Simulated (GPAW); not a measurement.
**1T-VSeTe monolayer: simulated STM images**

Wanted: filled- and empty-state images of 1T-VSeTe monolayer, with its work function.

Main program and level: GPAW 26.7.0; GPAW, PAW setups; layer in a repeated cell with vacuum, relaxation of atoms and in-plane cell, in the first sound run; inputs show where later runs differ.

## 1. The starting structure

The cell holds 3 atoms: 1 Te, 1 V and 1 Se. Its edges and angles: a = 3.465 Å, b = 3.465 Å, c = 21.582 Å, α = 90.0°, β = 90.0°, γ = 120.0°. Vacuum lies along c.

## 2. Relaxation

Forces are removed first; all later runs use this geometry.

Input file run.py:

```python
import json
import numpy as np
from ase import Atoms
from ase.filters import FrechetCellFilter
from ase.optimize import BFGS
from gpaw import GPAW, PW

slab = Atoms(
    ['Te', 'V', 'Se'],
    positions=[
        [1.73250, 1.00026, 9.00000],
        [0.00000, 0.00000, 10.92605],
        [-0.00000, 2.00052, 12.58205]],
    cell=[[3.465, 0.0, 0.0], [-1.7325, 3.00078, 0.0], [0.0, 0.0, 21.582]],
    pbc=[True, True, True],
    magmoms=[0.0, 1.0, 0.0])

slab.calc = GPAW(mode=PW(600), xc='PBE', kpts={'size': (9, 9, 1), 'gamma': True},
                 occupations={'name': 'fermi-dirac', 'width': 0.05}, nbands='160%',
                 convergence={'density': 1e-05}, maxiter=200,
                 symmetry={'tolerance': 1e-3}, txt='slab.txt')
result = {}
# The in-plane cell is free; stress needs a cell that repeats along all three vectors
path = []
opt = BFGS(FrechetCellFilter(slab, mask=[1, 1, 0, 0, 0, 1]), maxstep=0.2)
opt.attach(lambda: path.append((slab.get_potential_energy(), slab.positions.tolist(), slab.get_forces().tolist())))
result['relaxed'] = bool(opt.run(fmax=0.02, steps=45))
result['path'] = path
result['cell'] = slab.cell.tolist()
print('in-plane lattice', slab.cell.cellpar().round(4)[[0, 1, 5]])
energy = slab.get_potential_energy()
fermi = slab.calc.get_fermi_level()
v = slab.calc.get_electrostatic_potential().mean((0, 1)) - fermi
n = slab.calc.get_pseudo_density().mean((0, 1))
L = slab.cell[2, 2]
z = np.arange(len(v)) * L / len(v)
low, high = slab.positions[:, 2].min(), slab.positions[:, 2].max()
below, above = np.interp([low - 6.8, high + 6.8], z, v)
slopes = [np.interp(x, z, np.gradient(v, z)) for x in (low - 6.8, high + 6.8)]
eps = np.array([[slab.calc.get_eigenvalues(k, s) for k in range(len(slab.calc.get_ibz_k_points()))]
                for s in range(slab.calc.get_number_of_spins())]) - fermi
top, bottom = eps[eps < 0].max(), eps[eps > 0].min()
dipole = slab.get_dipole_moment()[2]
print(f'energy {energy:.4f} eV, Fermi level {fermi:.4f} eV, dipole {dipole:.5f} e A')
print(f'potential 6.8 A off the faces, from the Fermi level: lower {below:.4f} eV, upper {above:.4f} eV')
print(f'slope of the potential there: lower {slopes[0]:.5f}, upper {slopes[1]:.5f} eV/A')
print(f'nearest levels on the mesh: {top:.4f} and {bottom:.4f} eV')
print('magnetic moment', round(slab.get_magnetic_moment(), 3))
result.update(energy=energy, fermi=fermi, dipole=dipole, below=below, above=above, slopes=slopes, edges=[top, bottom],
              z=z.tolist(), v=v.tolist(), n=n.tolist(), positions=slab.positions.tolist(),
              forces=slab.get_forces(apply_constraint=False).tolist(), moments=slab.get_magnetic_moments().tolist())
json.dump(result, open('result.json', 'w'))
```

The run is started by

```
OMP_NUM_THREADS=1 OPENBLAS_NUM_THREADS=1 python run.py
```

Output:

```text
Step          Energy          fmax
BFGS:    0      -16.546448        1.536098
BFGS:    1      -16.597893        1.291252
BFGS:    2      -16.699989        0.612716
BFGS:    3      -16.709910        0.342779
BFGS:    4      -16.714836        0.260046
BFGS:    5      -16.723138        0.164683
BFGS:    6      -16.724605        0.157949
BFGS:    7      -16.727904        0.107882
BFGS:    8      -16.729401        0.067413
BFGS:    9      -16.729993        0.019327
in-plane lattice [  3.4887   3.4887 120.    ]
energy -16.7247 eV, Fermi level -1.2163 eV, dipole -0.04216 e A
potential 6.8 A off the faces, from the Fermi level: lower 4.6812 eV, upper 4.8376 eV
slope of the potential there: lower -0.03329, upper -0.03341 eV/A
nearest levels on the mesh: -0.0339 and 0.0403 eV
magnetic moment 0.91
```

Run time: 6.9 min. Hardware: 1 thread of AMD EPYC 7R13 (Zen 3), shared host; peak memory 0.49 GiB.

Numbers from this step:

```yaml
dipole_along_the_normal: -0.04216 e·Å
levels_nearest_the_fermi_level_on_the_mesh: -0.03389, 0.04029 eV from the Fermi level
site_moments: -0.06570, 0.9172, -0.03049 μB
sum_of_the_site_moments: 0.8210 μB
```

The electrostatic potential energy of an electron (without an applied field's), less the Fermi level, planar mean by z:

| z (Å) | electrostatic potential energy of an electron (without an applied field's), less the Fermi level, planar mean (eV) |
| --- | --- |
| 0 | 4.76 |
| 1 | 4.73 |
| 2 | 4.69 |
| 3 | 4.66 |
| 4 | 4.63 |
| 5 | 4.59 |
| 6 | 4.55 |
| 7 | 4.35 |
| 8 | 1.61 |
| 9 | -20.4 |
| 10 | -3.82 |
| 11 | -11.9 |
| 12 | -9.43 |
| 13 | -3.18 |
| 14 | 4.59 |
| 15 | 4.96 |
| 16 | 4.94 |
| 17 | 4.91 |
| 18 | 4.88 |
| 19 | 4.84 |
| 20 | 4.81 |
| 21 | 4.78 |

The pseudo valence density, planar mean oscillates, so the rows of the table below give means over windows of 1 Å about each position, cut where the curve ends. Its maxima inside the range that stand out by 2 % of the span (Å: e/Å³): 8.6: 0.306, 9.7: 0.359, 10.9: 1.38, 12.8: 0.349. Its minima: 9.2: 0.107, 10.2: 0.305, 12.4: 0.201.

The pseudo valence density, planar mean by z; means over each step:

| z (Å) | pseudo valence density, planar mean (e/Å³) |
| --- | --- |
| 5 | 3.8e-5 |
| 6 | 6.4e-4 |
| 7 | 0.0109 |
| 8 | 0.134 |
| 9 | 0.214 |
| 10 | 0.354 |
| 11 | 1.01 |
| 12 | 0.375 |
| 13 | 0.244 |
| 14 | 0.0313 |
| 15 | 0.00150 |
| 16 | 7.9e-5 |

Site moment by atom:

| atom | site moment (μB) |
| --- | --- |
| Te1 | -0.066 |
| V2 | 0.917 |
| Se3 | -0.030 |

The relaxation lowered the energy of the cell by 0.183 eV (energies extrapolated to zero smearing; the optimiser's log prints free energies). The largest force left on a free atom is 0.019 eV/Å.

## 3. Plane waves, PBE

The work function is the vacuum plateau of the electrostatic potential less the Fermi level; a dipole layer lets the two faces have plateaus of their own.

This step: GPAW, PAW setups; slab in vacuum (GPAW 26.7.0).

The cell differs from the one that the last finished run ended in (c 21.582 → 21.293 Å).

Input file run.py:

```python
import json
import numpy as np
from ase import Atoms
from ase.dft.stm import STM
from gpaw import GPAW, PW

slab = Atoms(
    ['Te', 'V', 'Se'],
    positions=[
        [1.74436, 1.00711, 9.00000],
        [0.00000, 0.00000, 10.83149],
        [-0.00000, 2.01422, 12.29283]],
    cell=[[3.48872, -0.0, 0.0], [-1.74436, 3.02132, 0.0], [0.0, 0.0, 21.2928]],
    pbc=[True, True, False],
    magmoms=[0.0, 1.0, 0.0])

slab.calc = GPAW(mode=PW(400), xc='PBE', kpts={'size': (9, 9, 1), 'gamma': True},
                 occupations={'name': 'fermi-dirac', 'width': 0.05}, nbands='160%',
                 convergence={'density': 1e-05}, maxiter=200,
                 poissonsolver={'dipolelayer': 'xy'},
                 symmetry={'tolerance': 1e-3}, txt='slab.txt')
result = {}
energy = slab.get_potential_energy()
fermi = slab.calc.get_fermi_level()
v = slab.calc.get_electrostatic_potential().mean((0, 1)) - fermi
n = slab.calc.get_pseudo_density().mean((0, 1))
L = slab.cell[2, 2]
z = np.arange(len(v)) * L / len(v)
low, high = slab.positions[:, 2].min(), slab.positions[:, 2].max()
below, above = np.interp([low - 6.8, high + 6.8], z, v)
slopes = [np.interp(x, z, np.gradient(v, z)) for x in (low - 6.8, high + 6.8)]
eps = np.array([[slab.calc.get_eigenvalues(k, s) for k in range(len(slab.calc.get_ibz_k_points()))]
                for s in range(slab.calc.get_number_of_spins())]) - fermi
top, bottom = eps[eps < 0].max(), eps[eps > 0].min()
dipole = slab.get_dipole_moment()[2]
print(f'energy {energy:.4f} eV, Fermi level {fermi:.4f} eV, dipole {dipole:.5f} e A')
print(f'potential 6.8 A off the faces, from the Fermi level: lower {below:.4f} eV, upper {above:.4f} eV')
print(f'slope of the potential there: lower {slopes[0]:.5f}, upper {slopes[1]:.5f} eV/A')
print(f'nearest levels on the mesh: {top:.4f} and {bottom:.4f} eV')
print('magnetic moment', round(slab.get_magnetic_moment(), 3))
result.update(energy=energy, fermi=fermi, dipole=dipole, below=below, above=above, slopes=slopes, edges=[top, bottom],
              z=z.tolist(), v=v.tolist(), n=n.tolist(), positions=slab.positions.tolist(),
              forces=slab.get_forces(apply_constraint=False).tolist(), moments=slab.get_magnetic_moments().tolist())

# Images need the states of the whole zone, up to time reversal
slab.calc = slab.calc.fixed_density(symmetry={'point_group': False}, txt='states.txt', nbands='280%',
                                    convergence={'bands': 'CBM+2.3'})
stm = STM(slab)
result['stm'] = []
for bias in [-1.5, 2.0]:
    height = high + 3.0
    current = stm.get_averaged_current(bias, height)
    x, y, h = stm.scan(bias, current)
    i, f = divmod(height / L * stm.ldos.shape[2], 1)
    I = abs((1 - f) * stm.ldos[:, :, int(i)] + f * stm.ldos[:, :, int(i) + 1])
    print(f'bias {bias} V: mean current at 3.0 A {current:.4e}, corrugation {np.ptp(h):.4f} A')
    result['stm'].append(dict(bias=bias, current=current, h=(h - high).tolist(), I=I.tolist()))
json.dump(result, open('result.json', 'w'))
```

Output:

```text
energy -16.6863 eV, Fermi level -1.1709 eV, dipole -0.03104 e A
potential 6.8 A off the faces, from the Fermi level: lower 4.4990 eV, upper 5.0286 eV
slope of the potential there: lower 0.00007, upper -0.00003 eV/A
nearest levels on the mesh: -0.0348 and 0.0390 eV
magnetic moment 0.908
bias -1.5 V: mean current at 3.0 A 7.0762e-05, corrugation 0.5176 A
bias 2.0 V: mean current at 3.0 A 3.2799e-04, corrugation 0.2639 A
```

Run time: 2.2 min. Hardware: 1 thread; peak memory 0.52 GiB.

Numbers from this step:

```
dipole along the normal                    : -0.03104 e·Å
levels nearest the Fermi level on the mesh : -0.03483, 0.03898 eV from the Fermi level
upper work function                        : 5.029 eV
lower work function                        : 4.499 eV
site moments                               : -0.06547, 0.9143, -0.03023 μB
corrugation -1.5                           : 0.5176 Å
corrugation 2                              : 0.2639 Å
sum of the site moments                    : 0.8186 μB
```

Table of electrostatic potential energy of an electron (without an applied field's), less the Fermi level, planar mean by z:

| z (Å) | electrostatic potential energy of an electron (without an applied field's), less the Fermi level, planar mean (eV) |
| --- | --- |
| 0.0 | 4.76 |
| 0.5 | 4.50 |
| 1.0 | 4.50 |
| 1.5 | 4.50 |
| 2.0 | 4.50 |
| 2.5 | 4.50 |
| 3.0 | 4.50 |
| 3.5 | 4.50 |
| 4.0 | 4.50 |
| 4.5 | 4.50 |
| 5.0 | 4.50 |
| 5.5 | 4.50 |
| 6.0 | 4.48 |
| 6.5 | 4.44 |
| 7.0 | 4.25 |
| 7.5 | 3.47 |
| 8.0 | 0.404 |
| 8.5 | -9.77 |
| 9.0 | -21.5 |
| 9.5 | -10.5 |
| 10.0 | -3.34 |
| 10.5 | -8.56 |
| 11.0 | -11.0 |
| 11.5 | -5.45 |
| 12.0 | -12.8 |
| 12.5 | -14.2 |
| 13.0 | -0.690 |
| 13.5 | 3.73 |
| 14.0 | 4.74 |
| 14.5 | 4.97 |
| 15.0 | 5.01 |
| 15.5 | 5.03 |
| 16.0 | 5.03 |
| 16.5 | 5.03 |
| 17.0 | 5.03 |
| 17.5 | 5.03 |
| 18.0 | 5.03 |
| 18.5 | 5.03 |
| 19.0 | 5.03 |
| 19.5 | 5.03 |
| 20.0 | 5.03 |
| 20.5 | 5.03 |
| 21.0 | 4.97 |

The pseudo valence density, planar mean by z:

z (Å), pseudo valence density, planar mean (e/Å³) and a bar from the least value:
```
     0.00       0.00 
     0.64       0.00 
     1.06       0.00 
     1.70       0.00 
     2.34       0.00 
     2.77       0.00 
     3.41       0.00 
     4.05       0.00 
     4.47       0.00 
     5.11       0.00 
     5.75       0.00 
     6.17       0.00 
     6.81       0.01 
     7.45       0.04 #
     7.88       0.12 ##
     8.52       0.31 ######
     9.16       0.17 ###
     9.58       0.36 ########
    10.22       0.36 ########
    10.86       1.44 ##############################
    11.50       0.42 #########
    11.92       0.42 #########
    12.56       0.32 #######
    13.20       0.15 ###
    13.63       0.04 #
    14.27       0.01 
    14.90       0.00 
    15.33       0.00 
    15.97       0.00 
    16.61       0.00 
    17.03       0.00 
    17.67       0.00 
    18.31       0.00 
    18.74       0.00 
    19.38       0.00 
    20.02       0.00 
    20.44       0.00 
    21.08       0.00
```

Tip height over the top atom over a1 and a2. Sample bias -1.5 V, constant current at the mean current 3.0 Å over the top atom.

Values in Å, 12 rows by 16 columns, each cell a mean:
```
2.73 2.79 2.87 2.94 3.00 3.05 3.09 3.11 3.11 3.08 3.04 2.99 2.92 2.84 2.77 2.72
2.81 2.88 2.96 3.02 3.08 3.12 3.15 3.16 3.14 3.11 3.05 2.99 2.93 2.84 2.79 2.77
2.92 2.99 3.05 3.11 3.16 3.18 3.19 3.18 3.16 3.11 3.05 2.99 2.92 2.86 2.83 2.85
2.98 3.04 3.11 3.16 3.19 3.20 3.20 3.19 3.15 3.10 3.03 2.97 2.91 2.87 2.88 2.92
3.04 3.10 3.14 3.18 3.19 3.19 3.18 3.16 3.11 3.05 3.00 2.94 2.90 2.90 2.92 2.98
3.05 3.11 3.14 3.16 3.17 3.17 3.15 3.11 3.06 3.01 2.96 2.92 2.90 2.91 2.95 3.00
3.04 3.07 3.10 3.11 3.11 3.09 3.07 3.03 2.99 2.95 2.91 2.89 2.89 2.92 2.96 3.00
3.00 3.02 3.03 3.04 3.03 3.01 2.99 2.97 2.93 2.90 2.88 2.88 2.89 2.92 2.95 2.98
2.93 2.94 2.94 2.94 2.93 2.93 2.91 2.91 2.90 2.89 2.88 2.89 2.89 2.90 2.91 2.92
2.84 2.84 2.84 2.85 2.86 2.87 2.89 2.90 2.91 2.92 2.92 2.91 2.90 2.88 2.87 2.86
2.74 2.74 2.76 2.80 2.85 2.89 2.93 2.96 2.98 2.98 2.97 2.94 2.91 2.86 2.82 2.77
2.69 2.72 2.77 2.84 2.91 2.96 3.00 3.02 3.04 3.03 3.01 2.97 2.92 2.85 2.78 2.72
```
Columns: a1 from 0 to 0.944; rows upwards: a2 from 0 to 0.944.

Local density of states summed over the bias window over a1 and a2. Sample bias -1.5 V, constant height 3.0 Å over the top atom.

Values in units of 1e-4 arbitrary, 12 rows by 16 columns, each cell a mean:
```
0.4 0.5 0.5 0.6 0.7 0.8 0.9 0.9 0.9 0.9 0.8 0.7 0.6 0.5 0.4 0.4
0.5 0.5 0.6 0.8 0.9 1.0 1.1 1.1 1.0 0.9 0.8 0.7 0.6 0.5 0.5 0.4
0.6 0.7 0.8 1.0 1.1 1.2 1.2 1.2 1.1 1.0 0.8 0.7 0.6 0.5 0.5 0.5
0.7 0.8 0.9 1.1 1.2 1.3 1.3 1.2 1.1 0.9 0.8 0.7 0.6 0.5 0.5 0.6
0.8 0.9 1.0 1.1 1.2 1.2 1.2 1.1 1.0 0.8 0.7 0.6 0.6 0.6 0.6 0.7
0.8 0.9 1.0 1.1 1.1 1.1 1.0 1.0 0.8 0.7 0.6 0.6 0.6 0.6 0.6 0.7
0.8 0.9 0.9 0.9 0.9 0.9 0.8 0.8 0.7 0.6 0.6 0.6 0.6 0.6 0.6 0.7
0.7 0.8 0.8 0.8 0.8 0.7 0.7 0.7 0.6 0.6 0.6 0.5 0.6 0.6 0.6 0.7
0.6 0.6 0.6 0.6 0.6 0.6 0.6 0.6 0.6 0.6 0.6 0.6 0.6 0.6 0.6 0.6
0.5 0.5 0.5 0.5 0.5 0.5 0.5 0.6 0.6 0.6 0.6 0.6 0.6 0.5 0.5 0.5
0.4 0.4 0.4 0.5 0.5 0.6 0.6 0.6 0.7 0.7 0.7 0.6 0.6 0.5 0.5 0.4
0.4 0.4 0.4 0.5 0.6 0.6 0.7 0.8 0.8 0.8 0.7 0.7 0.6 0.5 0.5 0.4
```
Columns: a1 from 0 to 0.944; rows upwards: a2 from 0 to 0.944.

Tip height over the top atom over a1 and a2. Sample bias 2 V, constant current at the mean current 3.0 Å over the top atom.

Ten even steps from '_' (2.85 Å) to '@' (3.12 Å):
```
____::--==++****####****++==--::____
..::--==++**##%%%%%%##**++==--::..__
::--==++**##%%%%%%%%##**++==--::....
--==++**##%%@@@@@@%%##**++==--::::::
==++**##%%@@@@@@@@%%##**++==--------
++**##%%@@@@@@@@@@%%##**++==------==
****%%%%@@@@@@@@%%%%****++========++
**##%%%%@@@@@@%%%%##**++++======++++
**##%%%%%%%%%%%%##****++========++**
****##########******++++======++++**
****************++++++========++++++
++++++++++++++++++==============++++
====================================
--------------==================----
::::::::::----======++++======----::
..__....::----==++++++++++==----::..
______..::--==++++****++++==--::..__
____..::--==++**********++==--::..__
```
Columns: a1 from 0 to 0.944; rows upwards: a2 from 0 to 0.944.

Local density of states summed over the bias window over a1 and a2. Sample bias 2 V, constant height 3.0 Å over the top atom.

Ten even steps from '0' (2.50 × 1e-4 arbitrary) to '9' (4.29 × 1e-4 arbitrary):
```
001234566665432100
012345677765432100
123457788775432100
234578898875432111
345789999875432112
456789998765432223
567899998765432234
567889887654333334
567788776554333345
566777665543333345
555555554433333344
444444443333333334
333333333333333333
222222223333333222
111111223333332211
000011233444332110
000012344554432100
000123455555432100
```
Columns: a1 from 0 to 0.944; rows upwards: a2 from 0 to 0.944.

The potential is flat to 6.6e-5 eV/Å where it is read, so the vacuum is wide enough.

## 4. Summary of results

```yaml
work_function_upper_and_lower_face: 5.029 and 4.499 eV
dipole_along_the_normal: -0.0310 e Å
corrugation_at_minus_1p5_v: 0.518 Å
corrugation_at_2_v: 0.264 Å
```

What this shows: The corrugation at constant current is largest at -1.5 V, where the tip height varies by 0.52 Å over the cell. Negative sample bias images filled states, positive bias empty ones. The two faces differ by 0.53 eV, the step that the slab's dipole makes (e p/(ε0 A) gives 0.53 eV), so the dipole layer is needed. The images are of Tersoff-Hamann type: an s-wave tip, no tip-sample forces, heights closer than in a microscope. The relaxation of atoms and cell ran in a fully periodic cell without the dipole layer, so the atoms of this polar layer felt a small spurious field. One magnetic start was tried; another order may lie lower. The layer's cell and atoms come from the relaxation; spin-orbit coupling and temperature are left out.

[Logs are printed without paths, hosts, clocks, repeated set-up lines and the standing remarks that a program may print on its own settings, such as how far it seeks lower states.]

[Hosts, paths, dates, database ids (printed as entryN), source tags and the programs' standing remarks are cut or masked in the printed files.]
